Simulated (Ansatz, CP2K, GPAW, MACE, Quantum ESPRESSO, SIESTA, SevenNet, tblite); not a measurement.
# Which run comes nearest? Σ7 (111) twist boundary in CsBr (84 atoms)

The cell holds 84 atoms: 42 Cs and 42 Br. Cell: a = 16.052 Å, b = 16.052 Å, c = 16.126 Å, α = 90.0°, β = 90.0°, γ = 60.0°. It derives from CsBr (CsCl-type). CsCl-type CsBr (a = 4.29 Å); two grains turned against each other by 81.79 deg about [111]; 1 x 1 coincidence cells, 1 lattice periods a grain, two boundaries a cell, upper grain shifted by [0.246, 0] of the boundary cell and opened by 1.98 Å, no atom removed; minimised with a classical potential (one cell length free). Then every atom was moved at random, 0.03 Å r.m.s. a Cartesian component. Regions: lower grain, 42 atoms (21 Cs and 21 Br); upper grain, 42 atoms (21 Cs and 21 Br).

Geometry: as built.

The reference, a calculation:

- method: Kohn-Sham DFT, PBE, PAW, plane waves (Ansatz 0.2.0); cutoff 420 eV, Γ point, fermi-dirac smearing of 0.05 eV; PAW set soft_2
- r.m.s. force component: 0.1095 eV/Å
- longest force: 0.4964 eV/Å
- pressure: 0.9137 GPa
- gap (highest filled to lowest empty level): 3.583 eV
- SCF cycles: 6
- time: 24 s on 8 threads of Arm Neoverse V2, shared host
- CPU time: 3 min

**Question.** The same geometry is run in other programs. How far does each lie from the reference, and what does it cost?
- CP2K revPBE, PBE potentials, DZVP-MOLOPT-SR, 350/50 Ry, diagonalisation (CP2K 2026.2; 4 MPI ranks)
- CP2K PBE, DZVP-MOLOPT-SR, 350/50 Ry, diagonalisation (CP2K 2026.2; 4 MPI ranks)
- GPAW PBE, plane waves 350 eV (GPAW 26.7.0; 4 MPI ranks)
- SevenNet l3i5 potential (SevenNet l3i5; 1 thread)
- MACE MP-0b3 medium potential (MACE MP-0b3 medium; 1 thread)
- QE PBE, sssp-1.3.0-efficiency, 20/160 Ry (Quantum ESPRESSO 7.5; 4 MPI ranks)
- SIESTA PBE, DZP, shift 0.005 Ry, mesh 300 Ry (SIESTA 5.4.2; 2 MPI ranks)
- SIESTA PBE, DZP, shift 0.01 Ry, mesh 300 Ry (SIESTA 5.4.2; 2 MPI ranks)
- SIESTA PBE, SZP, shift 0.01 Ry, mesh 300 Ry (SIESTA 5.4.2; 1 thread)
- tblite IPEA1-xTB (tblite 0.8.0; 1 thread)

Differences are against the plane-wave reference, forces as r.m.s. over components; share is that over the reference's r.m.s. force, slope the least-squares factor from reference forces to these. Total energies of different programs have different zeros and aren't compared.

```
                                                                    run  Δ force, r.m.s. (meV/Å)  share (%)  slope  Δ pressure (GPa)  Δ gap (eV)  cores  CPU time  memory (GiB)
                                                              reference                        -          -      -                 -           -      8     3 min           4.2
CP2K revPBE, PBE potentials, DZVP-MOLOPT-SR, 350/50 Ry, diagonalisation                     28.1       25.6  1.145              1.14       0.261      4    12 min           8.5
                   CP2K PBE, DZVP-MOLOPT-SR, 350/50 Ry, diagonalisation                     18.4       16.8  1.121             0.146      0.0321      4    12 min           8.5
                                           GPAW PBE, plane waves 350 eV                     2.31       2.11  1.004            0.0372      0.0012      4   7.3 min           2.7
                                                SevenNet l3i5 potential                     24.8       22.6  0.948             0.153           -      1     6.9 s          0.84
                                           MACE MP-0b3 medium potential                     20.1       18.3  0.946           -0.0508           -      1     6.5 s          0.73
                      QE PBE, sssp-1.3.0-efficiency, 20/160 Ry (coarse)                     1.72       1.57  1.000            -0.953       0.006      4    14 min           2.9
                           SIESTA PBE, DZP, shift 0.005 Ry, mesh 300 Ry                     38.2       34.9  1.226             0.405      -0.422      2     5 min           2.4
                            SIESTA PBE, DZP, shift 0.01 Ry, mesh 300 Ry                     55.9       51.1  1.143             0.428      -0.535      2   3.7 min           2.1
                   SIESTA PBE, SZP, shift 0.01 Ry, mesh 300 Ry (coarse)                     68.6       62.7  1.147             0.952      -0.573      1   3.2 min           1.6
                                                       tblite IPEA1-xTB                      154        141  0.403            0.0878           -      1     4.6 s           0.2
```

Rows marked coarse were listed beforehand as settings not expected to be converged; some can still land near the reference.

Times of the machine-learned potentials are mostly Python's start and the loading of weights.

CPU time is summed over cores on a shared host, where runs went side by side, so it is rough. Symmetry, cutoffs, thresholds, outputs and thread counts weren't matched or tuned between programs; memory under MPI is the largest rank's times the ranks.

PBE on plane waves or a grid with other potentials, cutoffs or grids, coarse settings apart, differs from the reference by 2.1 % (GPAW PBE, plane waves 350 eV) of the r.m.s. force; this holds the reference's own error, so differences of a few per cent don't tell which side is nearer the exact PBE result. The PBE runs in local orbitals, coarse settings apart, differ by 17 % (CP2K PBE, DZVP-MOLOPT-SR, 350/50 Ry, diagonalisation) to 51 % (SIESTA PBE, DZP, shift 0.01 Ry, mesh 300 Ry); basis, grid and potentials can all enter. Tight binding differs by 141 % (tblite IPEA1-xTB); it is another model, with fitted parameters of its own, and the xTB methods hold dispersion. Machine-learned potentials differ by 18 % (MACE MP-0b3 medium potential) to 23 % (SevenNet l3i5 potential); they were trained on other programs' data. Periodic xTB results under one method name differ between programs and library versions. Machine-learned potentials mimic data converged in k, so the reference's own k-point error enters their differences. The electronic-structure runs sample only Γ, in a cell whose shortest periodic width is 14 Å.

[Logs are printed without paths, hosts, clocks, repeated set-up lines and the standing remarks that a program may print on its own settings, such as how far it seeks lower states.]

[Hosts, paths, dates, database ids (printed as entryN), source tags and the programs' standing remarks are cut or masked in the printed files.]
